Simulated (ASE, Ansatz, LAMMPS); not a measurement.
## (10,0) carbon nanotube (120 atoms): support functions against a reference

Wanted: errors and times of a linear-scaling basis for (10,0) carbon nanotube (120 atoms). A setting counts as converged where the r.m.s. difference of forces stays under 1 % of the r.m.s. force.

Program: Ansatz 0.2.0. Level of theory: Kohn-Sham DFT, LDA, PAW (set soft_2), plane waves. Results are calculated unless marked as measured.

## Step 1: The starting structure

The cell holds 120 atoms: 120 C. Its edges and angles: a = 19.830 Å, b = 19.830 Å, c = 12.783 Å, α = 90.0°, β = 90.0°, γ = 90.0°. It derives from C (graphene). Graphene sheet (a = 2.46 Å) rolled into a (10,0) tube of diameter 7.83 Å, 3 periods, 12 Å of vacuum; not relaxed, displaced by a Gaussian of 0.02 Å. Vacuum lies along a and b. The structure repeats along c.

What the set-up can't give: Beside vacuum, support functions can miss their usual error bounds without a warning. Sampling is at Γ alone, for a cell whose periodic width is 13 Å.

## Step 2: Plane-wave single point

This run is the reference for what follows, at a cutoff of 420 eV.

input.yaml

```yaml
crystal:
  lattice:
    - [19.83042, 0.0, 0.0]
    - [0.0, 19.83042, 0.0]
    - [0.0, 0.0, 12.78253]
  atoms:
    - { symbol: C, position: [0.69581, 0.50083, 0.1121] }
    - { symbol: C, position: [0.68868, 0.56135, 0.05498] }
    - { symbol: C, position: [0.65972, 0.61646, 0.11247] }
    - { symbol: C, position: [0.61662, 0.65828, 0.05525] }
    - { symbol: C, position: [0.68912, 0.56156, 0.27682] }
    - { symbol: C, position: [0.65999, 0.61602, 0.22547] }
    - { symbol: C, position: [0.55969, 0.68693, 0.11395] }
    - { symbol: C, position: [0.49791, 0.69802, 0.05526] }
    - { symbol: C, position: [0.6169, 0.66006, 0.27817] }
    - { symbol: C, position: [0.56213, 0.68769, 0.2247] }
    - { symbol: C, position: [0.44024, 0.68746, 0.11176] }
    - { symbol: C, position: [0.38325, 0.65976, 0.05444] }
    - { symbol: C, position: [0.49824, 0.69711, 0.27808] }
    - { symbol: C, position: [0.43958, 0.68858, 0.22259] }
    - { symbol: C, position: [0.33954, 0.61589, 0.10756] }
    - { symbol: C, position: [0.31156, 0.55974, 0.0561] }
    - { symbol: C, position: [0.38617, 0.66124, 0.2787] }
    - { symbol: C, position: [0.33989, 0.61576, 0.22407] }
    - { symbol: C, position: [0.30198, 0.50067, 0.11033] }
    - { symbol: C, position: [0.31141, 0.43935, 0.05735] }
    - { symbol: C, position: [0.31294, 0.56046, 0.277] }
    - { symbol: C, position: [0.30347, 0.50097, 0.21921] }
    - { symbol: C, position: [0.34088, 0.38629, 0.11118] }
    - { symbol: C, position: [0.38364, 0.34018, 0.05442] }
    - { symbol: C, position: [0.31236, 0.43897, 0.27786] }
    - { symbol: C, position: [0.34121, 0.38395, 0.22228] }
    - { symbol: C, position: [0.43928, 0.31146, 0.1103] }
    - { symbol: C, position: [0.50011, 0.30253, 0.0567] }
    - { symbol: C, position: [0.38413, 0.34066, 0.27774] }
    - { symbol: C, position: [0.43722, 0.31225, 0.22045] }
    - { symbol: C, position: [0.56088, 0.31388, 0.10966] }
    - { symbol: C, position: [0.61605, 0.34108, 0.05832] }
    - { symbol: C, position: [0.49924, 0.30303, 0.27739] }
    - { symbol: C, position: [0.56106, 0.3115, 0.22163] }
    - { symbol: C, position: [0.65958, 0.38459, 0.10999] }
    - { symbol: C, position: [0.68699, 0.43959, 0.05374] }
    - { symbol: C, position: [0.61706, 0.34088, 0.2808] }
    - { symbol: C, position: [0.65867, 0.38318, 0.22348] }
    - { symbol: C, position: [0.68733, 0.43913, 0.27859] }
    - { symbol: C, position: [0.69732, 0.49989, 0.2232] }
    - { symbol: C, position: [0.69671, 0.50131, 0.44433] }
    - { symbol: C, position: [0.68682, 0.56021, 0.38792] }
    - { symbol: C, position: [0.6608, 0.61751, 0.44328] }
    - { symbol: C, position: [0.61697, 0.65989, 0.3864] }
    - { symbol: C, position: [0.6863, 0.5607, 0.61053] }
    - { symbol: C, position: [0.66045, 0.61614, 0.55414] }
    - { symbol: C, position: [0.56104, 0.68792, 0.44449] }
    - { symbol: C, position: [0.50003, 0.69868, 0.38869] }
    - { symbol: C, position: [0.61613, 0.66093, 0.61106] }
    - { symbol: C, position: [0.56075, 0.6873, 0.55482] }
    - { symbol: C, position: [0.4374, 0.68622, 0.44469] }
    - { symbol: C, position: [0.38253, 0.66041, 0.38767] }
    - { symbol: C, position: [0.49965, 0.69885, 0.60844] }
    - { symbol: C, position: [0.44011, 0.68861, 0.5552] }
    - { symbol: C, position: [0.33899, 0.61678, 0.44435] }
    - { symbol: C, position: [0.31135, 0.56131, 0.38891] }
    - { symbol: C, position: [0.38428, 0.65994, 0.6079] }
    - { symbol: C, position: [0.34065, 0.61701, 0.5577] }
    - { symbol: C, position: [0.30244, 0.50002, 0.44521] }
    - { symbol: C, position: [0.31344, 0.43991, 0.38663] }
    - { symbol: C, position: [0.31198, 0.55964, 0.61155] }
    - { symbol: C, position: [0.30277, 0.50162, 0.55858] }
    - { symbol: C, position: [0.33944, 0.38467, 0.44456] }
    - { symbol: C, position: [0.38575, 0.34065, 0.38712] }
    - { symbol: C, position: [0.31091, 0.43897, 0.61004] }
    - { symbol: C, position: [0.34173, 0.38435, 0.55334] }
    - { symbol: C, position: [0.43885, 0.31346, 0.44406] }
    - { symbol: C, position: [0.49891, 0.30337, 0.38795] }
    - { symbol: C, position: [0.38317, 0.34053, 0.61206] }
    - { symbol: C, position: [0.43751, 0.31409, 0.55554] }
    - { symbol: C, position: [0.5607, 0.3124, 0.44244] }
    - { symbol: C, position: [0.61795, 0.34125, 0.38987] }
    - { symbol: C, position: [0.49922, 0.30246, 0.61407] }
    - { symbol: C, position: [0.56272, 0.3126, 0.55454] }
    - { symbol: C, position: [0.65953, 0.38389, 0.44422] }
    - { symbol: C, position: [0.68695, 0.43848, 0.38856] }
    - { symbol: C, position: [0.61583, 0.33973, 0.60875] }
    - { symbol: C, position: [0.66071, 0.38419, 0.55594] }
    [... 36 atom lines left out ...]
    - { symbol: C, position: [0.65867, 0.3857, 0.77659] }
    - { symbol: C, position: [0.68891, 0.43648, 0.72186] }
    - { symbol: C, position: [0.6178, 0.34132, 0.94306] }
    - { symbol: C, position: [0.65967, 0.38393, 0.88741] }
    - { symbol: C, position: [0.68992, 0.44159, 0.94235] }
    - { symbol: C, position: [0.69693, 0.50118, 0.88765] }
kpoints:
  mp_grid: { grid: [1, 1, 1] }
hamiltonian:
  xc: lda
scf:
  occupations: { method: gaussian, width: 0.025 }
output:
  forces: true
  populations: intrinsic
  dos:
    method: { smearing: { sigma: 0.1 } }
    de: 0.1
    projected: { site_lists: { C: [C] } }
  eigenvalues: true
  write_density: true
  write_potential: true
  volumetric_format: npy
```

Started as:

```bash
$ ansatz run input.yaml --threads 8 --pin off --max-ram 15872MiB --backend cpu --events-out ev --progress --plain --runs-dir out
```

Log:

```text
Engine: ansatz 0.2.0, aarch64-unknown-linux-gnu
Pseudopotentials: kind: paw
Pseudopotential: C, paw, valence charge 4, recommended cutoff 420 eV (normal), C.paw.azcp
[... 3 lines on functional and potentials left out ...]
Crystal: 120 atoms, lattice volume = 5026.673 Å³
Basis set: ecut = 420 eV, 98251 PW (Γ)
Bands: 360, of which v1, the nominal top of the filled ones, is band 240 counted from 1 (239 counted from 0)
Symmetry: 1 space group operations
Space group: P1 (ITA 1), of the structure as read, at distance tolerance 1.7e-4 Å
k-points: 1
[... 4 lines on functional and potentials left out ...]
Initial density: superposition of atomic densities (neutral atoms: chi_scale 0, normalization atom), corrected by the library's trained network
Initial wavefunctions: pseudopotential atomic-orbital guess
Functional: x = slater, c = lda
SCF iter   1: F=—  HF=-29134.740853 eV  |F-HF|=—  |Δ(HF+E_count)|=         —  Δρ=2.93e-3  dr2=2.29e-1  ethr=1.77e-3  ⟨swp⟩=9.0  Hψ=2035  notcnv=0  defer=97
preconditioner: auto → Resta (q_TF=auto, 1.845 Å⁻¹)  ε∞=1.6  [insulator: Δε(μ)=0.883 eV  Ē_g=14.283 eV  σ=0.025 eV  W_gap=1.00  n_scr=506 (ndim 8)  ℏωp=11.5 eV  f_vac=0.750  D(μ)=0.00/eV (n_scr^D=0)  ε∞_Penn≈1.6  vacuum switching on, ρ_ref=1.5e-2 e/Å³]
SCF iter   2: F=—  HF=-29134.755974 eV  |F-HF|=—  |Δ(HF+E_count)|=   1.51e-2  Δρ=1.45e-3  dr2=4.46e-2  ethr=4.77e-5  ⟨swp⟩=2.0  Hψ=544  notcnv=0  defer=111
SCF iter   3: F=—  HF=-29134.789463 eV  |F-HF|=—  |Δ(HF+E_count)|=   3.35e-2  Δρ=4.69e-4  dr2=2.92e-2  ethr=9.29e-6  ⟨swp⟩=2.0  Hψ=444  notcnv=0  defer=111
SCF iter   4: F=—  HF=-29134.796604 eV  |F-HF|=—  |Δ(HF+E_count)|=   7.14e-3  Δρ=2.37e-4  dr2=2.85e-2  ethr=6.09e-6  ⟨swp⟩=2.0  Hψ=392  notcnv=0  defer=111
SCF iter   5: F=—  HF=-29134.794173 eV  |F-HF|=—  |Δ(HF+E_count)|=   2.43e-3  Δρ=6.41e-5  dr2=8.89e-4  ethr=5.94e-6  ⟨swp⟩=2.0  Hψ=267  notcnv=0  defer=111
SCF iter   6: F=—  HF=-29134.794133 eV  |F-HF|=—  |Δ(HF+E_count)|=   3.97e-5  Δρ=2.91e-5  dr2=5.77e-5  ethr=1.85e-7  ⟨swp⟩=2.0  Hψ=357  notcnv=0  defer=111
SCF iter   7: F=—  HF=-29134.795292 eV  |F-HF|=—  |Δ(HF+E_count)|=   1.16e-3  Δρ=1.56e-5  dr2=6.17e-5  ethr=1.20e-8  ⟨swp⟩=2.0  Hψ=583  notcnv=0  defer=111
SCF iter   8: F=—  HF=-29134.795291 eV  |F-HF|=—  |Δ(HF+E_count)|=   9.80e-7  Δρ=6.76e-6  dr2=1.39e-5  ethr=1.20e-8  ⟨swp⟩=2.0  Hψ=360  notcnv=0  defer=111
SCF iter   9: F=—  HF=-29134.795290 eV  |F-HF|=—  |Δ(HF+E_count)|=   1.05e-6  Δρ=2.91e-6  dr2=5.25e-7  ethr=2.89e-9  ⟨swp⟩=2.0  Hψ=290  notcnv=0  defer=111
SCF iter  10: F=—  HF=-29134.795290 eV  |F-HF|=—  |Δ(HF+E_count)|=   5.24e-7  Δρ=1.49e-6  dr2=1.43e-7  ethr=1.09e-10  ⟨swp⟩=2.0  Hψ=392  notcnv=0  defer=111
SCF iter  11: F=—  HF=-29134.795290 eV  |F-HF|=—  |Δ(HF+E_count)|=   1.88e-7  Δρ=7.95e-7  dr2=1.15e-7  ethr=2.08e-11  ⟨swp⟩=41.0  Hψ=4581  notcnv=0
SCF iter  12: F=-29134.795290 eV  HF=-29134.795290 eV  |F-HF|=1.75e-10  |Δ(HF+E_count)|=   4.21e-9  Δρ=1.82e-7  dr2=2.10e-9  ethr=2.08e-11  ⟨swp⟩=9.0  Hψ=2141  notcnv=0
SCF 1 converged in 12 iterations: F = -29134.795290 eV  dr2 = 2.10e-9
  greatest PAW one-centre occupation: 0.680 electrons in one spin orbital (limit 2), on the C atom at site 96 (counted from 0), in its partial waves of l = 0
WARN: The output density's exchange-correlation potential varies sharply where the density is thin. Do not read a vacuum level from v_tot or v_xc, or from such a field of the output density. On a cell that repeats whose density bears no net charge and no dipole along the vacuum's axis use v_es (v_loc + v_h of the components); [...]
SCF converged after 12 iterations
Free energy (F): -29134.795290 eV
Harris-Foulkes:  -29134.795290 eV  (|F-HF|=1.75e-10)
Internal energy: -29134.795290 eV  (E = F + TS)
E sigma→0 (E₀):  -29134.795290 eV
Fermi energy:    -2.177629 eV
--- Per-component energies (eV) ---
  E_band       = -5440.338766
  E_kinetic    = 10956.264518
  E_local      = -202493.924439  (includes V_loc(G=0)·N_el)
  E_nonlocal   = 3422.241999
  E_hartree    = 95345.003691
  E_xc         = -5702.027627
  E_vxc        = -7088.913997  (∫ρ·V_xc dr)
  E_paw        = -11031.908992  (= ΣΔE_a)
  E_vpaw       = -926.017231  (= ΣTr[D̂ρ^β])
  E_aug_tail   = 0.001158  (compensation charges beyond the density's cutoff)
  E_ewald      = 80362.014501
  E_core_change = 7.539901  (= ΣΔE_core)
  E_smearing   = -0.000000  (= −TS)
  E_closure    = -0.000000  (closes the sum)
  Σ components = -29134.795290   (vs F -29134.795290, Δ=0.00e0)
--- Forces (eV/Å), atoms counted from 1 ---
  atom   1  C      0.41974890    -0.87210806    -0.77050515
  atom   2  C     -0.48519773     0.16665561     1.16707850
  atom   3  C      0.53805922    -0.66367402    -0.25571893
  atom   4  C     -1.75178994     1.49444184     1.22167998
  atom   5  C     -0.25421050    -0.81056455     0.98759587
  atom   6  C      0.22709555     0.27882837    -2.29593775
  atom   7  C      1.06121660    -0.19693625    -1.44889666
  atom   8  C      2.92622715    -0.24932104     1.19644761
  atom   9  C     -0.03696907    -0.03081732    -0.19207697
  atom  10  C     -1.89716462     0.30181702    -1.01991865
  atom  11  C     -2.88702389    -0.46683166    -0.68839768
  atom  12  C      0.57349555     0.12961583     0.52379134
  atom  13  C      3.00364342     0.47414785     0.51629716
  atom  14  C     -0.36714352    -0.19225986    -0.55343468
[...]
atom 119  C     -1.42603894    -2.81602433     0.64791186
  atom 120  C      0.59647773    -0.26124862    -0.11905796
  max |Σ_I F_I| component: 1.70e-3 eV/Å
--- Band table (eV) ---
  k-point 0: bands = ["-21.8124", "-21.6258", "-21.6051", "-21.1916", [... 344 levels ...], "4.7282", "4.7405", "4.7467", "4.7496", "4.7563", "4.7663", "4.7683", "4.7862", "4.8169", "4.8343", "4.8379", "4.8462"]
--- intrinsic populations: 120 sites ---
  site symbol       q [e]
     0      C      3.9954
     1      C      4.0019
     2      C      3.9959
[...]
119      C      4.0016
  spilling = -0.000000 (of n_electrons = 480.000000)
```

Elapsed: 43 s, on 8 threads of Arm Neoverse V2, shared host; peak memory 4.5 GiB.

The column dr2 measures how far the density is from self-consistency, as an energy; F and HF (Harris–Foulkes) agree once it is small.

The program notes that the exchange-correlation potential is rough where the density is thin.

Numbers from this run:

```yaml
free_energy: -29134.7953 eV
free_energy_per_atom: -242.7900 eV/atom
scf_cycles: 12
r_m_s_force_component: 1.175 eV/Å
longest_force: 4.314 eV/Å
fermi_energy: -2.178 eV
spacing_of_highest_filled_and_lowest_empty_level: 0.8812 eV
```

Length of the force by element:

| element | coordination | atoms | mean length of the force (eV/Å) | spread | least | most |
| --- | --- | --- | --- | --- | --- | --- |
| C | all | 120 | 1.81 | 0.922 | 0.198 | 4.31 |

Intrinsic-atomic-orbital charges by element:

| element | coordination | atoms | mean charge (e) | spread | least | most |
| --- | --- | --- | --- | --- | --- | --- |
| C | all | 120 | 0 | 0.003 | -0.007 | 0.0076 |

States in the cell by windows of 1 eV, zero at the Fermi level; the larger projections on atomic orbitals stand beside the total:

| from (eV) | to (eV) | total | C p | C s |
| --- | --- | --- | --- | --- |
| -18 | -17 | 15.1 | 5.4 | 9.5 |
| -17 | -16 | 24.9 | 10.3 | 14.2 |
| -16 | -15 | 15.0 | 6.9 | 8.0 |
| -15 | -14 | 22.4 | 9.9 | 12.3 |
| -14 | -13 | 14.5 | 8.6 | 5.7 |
| -13 | -12 | 27.6 | 18.1 | 9.2 |
| -12 | -11 | 4.4 | 2.6 | 1.7 |
| -11 | -10 | 27.7 | 21.1 | 6.3 |
| -10 | -9 | 26.1 | 19.9 | 5.9 |
| -9 | -8 | 29.0 | 24.9 | 3.9 |
| -8 | -7 | 51.0 | 47.0 | 3.2 |
| -7 | -6 | 39.6 | 38.1 | 1.1 |
| -6 | -5 | 37.4 | 35.4 | 1.8 |
| -5 | -4 | 42.5 | 41.5 | 0.7 |
| -4 | -3 | 26.6 | 26.2 | 0.2 |
| -3 | -2 | 28.5 | 28.3 | 0.1 |
| -2 | -1 | 9.2 | 9.2 | 0.0 |
| -1 | 0 | 8.0 | 7.9 | 0.0 |
| 0 | 1 | 12.4 | 11.9 | 0.2 |
| 1 | 2 | 15.9 | 15.3 | 0.1 |
| 2 | 3 | 16.5 | 15.3 | 0.1 |
| 3 | 4 | 38.3 | 27.3 | 1.3 |
| 4 | 5 | 23.9 | 3.4 | 0.0 |

Between -20 and -18 eV lie 30 more states.

The levels nearest the highest filled one (over half full), pooled over k-points and spins:

| level less the highest filled one (eV) | occupation |
| --- | --- |
| -1.18 | 2 |
| -1.13 | 2 |
| -0.392 | 2 |
| -0.352 | 2 |
| -0.0302 | 2 |
| 0 | 2 |
| 0.881 | 0 |
| 0.934 | 0 |
| 1.11 | 0 |
| 1.26 | 0 |
| 1.37 | 0 |
| 1.44 | 0 |

Electrostatic potential energy in the ca plane at fractional y = 0.311, with atoms of C within 0.2 Å of it. With pseudopotentials it is smooth inside the atoms' cores, unlike the true potential.

Ten even steps from '0' (-56 eV) to '9' (2 eV), each cell a mean:
```
999999999999999999999999999999999999
999999999999999999999999999999999999
999999999999999999999999999999999999
999999999999999999999999999999999999
999999999999999999999999999999999999
999999999999999999999999999999999999
999999999999999999999999999999999999
999999999999999999999999999999999999
987899999878887899999778877899999878
876667876667876667865568865567876678
985003500278985002500378986003500278
621368876224621478886314621378875224
743357865335743357865335753457864335
985103500378985102510278986102500378
866788887667866788987667866778987667
988999999889988999999889988999999889
999999999999999999999999999999999999
999999999999999999999999999999999999
999999999999999999999999999999999999
999999999999999999999999999999999999
999999999999999999999999999999999999
999999999999999999999999999999999999
999999999999999999999999999999999999
999999999999999999999999999999999999
```
Columns run along c (12.8 Å; values clipped at the 3rd and 97th percentile), rows up along a (19.8 Å). Atoms in or near the plane, at fractional coordinates: C at (0.11, 0.44), C at (0.06, 0.50), C at (0.22, 0.44), C at (0.11, 0.56), C at (0.28, 0.50), C at (0.22, 0.56), C at (0.44, 0.44), C at (0.39, 0.50), C at (0.56, 0.44), C at (0.44, 0.56), C at (0.61, 0.50), C at (0.55, 0.56), C at (0.78, 0.44), C at (0.72, 0.50) and more.

Valence density in the ca plane at fractional y = 0.311, with atoms of C within 0.2 Å of it. It is the smooth field of the valence electrons, not physical close to the nuclei.

Ten even steps from '0' (0.0 e/Å³) to '9' (2.0 e/Å³), each cell a mean:
```
000000000000000000000000000000000000
000000000000000000000000000000000000
000000000000000000000000000000000000
000000000000000000000000000000000000
000000000000000000000000000000000000
000000000000000000000000000000000000
000000000000000000000000000000000000
000000000000000000000000000000000000
222210001222222210001222223210001222
235643235643235643246753246753235642
126998899831126998889831126998789841
679842236987679842125887679842136986
458963347975568963347975457863347975
125998899731125998889831124999999731
345531124543345531124543345532124543
111100001111111100001111111100001111
000000000000000000000000000000000000
000000000000000000000000000000000000
000000000000000000000000000000000000
000000000000000000000000000000000000
000000000000000000000000000000000000
000000000000000000000000000000000000
000000000000000000000000000000000000
000000000000000000000000000000000000
```
Columns run along c (12.8 Å), rows up along a (19.8 Å). Atoms in or near the plane, at fractional coordinates: C at (0.11, 0.44), C at (0.06, 0.50), C at (0.22, 0.44), C at (0.11, 0.56), C at (0.28, 0.50), C at (0.22, 0.56), C at (0.44, 0.44), C at (0.39, 0.50), C at (0.56, 0.44), C at (0.44, 0.56), C at (0.61, 0.50), C at (0.55, 0.56), C at (0.78, 0.44), C at (0.72, 0.50) and more.

Intrinsic-atomic-orbital charges run from -0.01 to +0.01 e. The largest share in the top eV of filled states is C p (100 % of the projected weight), and in the lowest eV of empty states C p (98 % of the projected weight).

## Step 3: Local order

Bonds and neighbours are counted at the geometry of the runs.

Normalised to the volume that the atoms fill. Pair distribution function in bins of 0.2 Å:

| r (Å) | total |
| --- | --- |
| 1.30 | 1.75 |
| 1.50 | 4.42 |
| 1.70 | 0.00 |
| 1.90 | 0.00 |
| 2.10 | 0.00 |
| 2.30 | 0.35 |
| 2.50 | 3.79 |
| 2.70 | 0.42 |
| 2.90 | 1.14 |
| 3.10 | 0.00 |
| 3.30 | 0.00 |
| 3.50 | 0.10 |
| 3.70 | 1.66 |
| 3.90 | 0.05 |
| 4.10 | 0.95 |
| 4.30 | 0.47 |
| 4.50 | 0.19 |
| 4.70 | 0.29 |
| 4.90 | 1.02 |
| 5.10 | 0.58 |
| 5.30 | 0.11 |
| 5.50 | 0.37 |
| 5.70 | 0.19 |
| 5.90 | 0.47 |
| 6.10 | 0.39 |
| 6.30 | 0.67 |
| 6.50 | 0.74 |
| 6.70 | 0.04 |

Bonds by pair of elements; cutoffs follow the first minimum of g(r), held within bounds set by covalent radii, and pairs that aren't listed don't count as bonded:

| pair A-B | cutoff (Å) | bonds | mean length (Å) | spread (Å) | shortest (Å) | B about A | A about B |
| --- | --- | --- | --- | --- | --- | --- | --- |
| C-C | 1.85 | 180 | 1.42 | 0.028 | 1.34 | 3 | 3 |

How many atoms have how many bonded neighbours:

| element | mean | 3 |
| --- | --- | --- |
| C | 3 | 120 |

Bond angles, per cent of each kind in bins of 5°:

| angle (°) | C-C-C |
| --- | --- |
| 110–115 | 1.4 |
| 115–120 | 61.4 |
| 120–125 | 37.2 |

Bond angles (no mean is given where the spread exceeds 20°):

| angle | count | mean (°) | spread (°) |
| --- | --- | --- | --- |
| C-C-C | 360 | 119 | 2.2 |

The first maximum of g(r) stands at about 1.42 Å. With the cutoffs above, all C atoms have 3 bonded neighbours. The C-C-C angle averages 119° with a spread of 2°.

(Part 1 of 2 ends here.)

[Logs are printed without paths, hosts, clocks, repeated set-up lines and the standing remarks that a program may print on its own settings, such as how far it seeks lower states.]

[Hosts, paths, dates, database ids (printed as entryN), source tags and the programs' standing remarks are cut or masked in the printed files.]
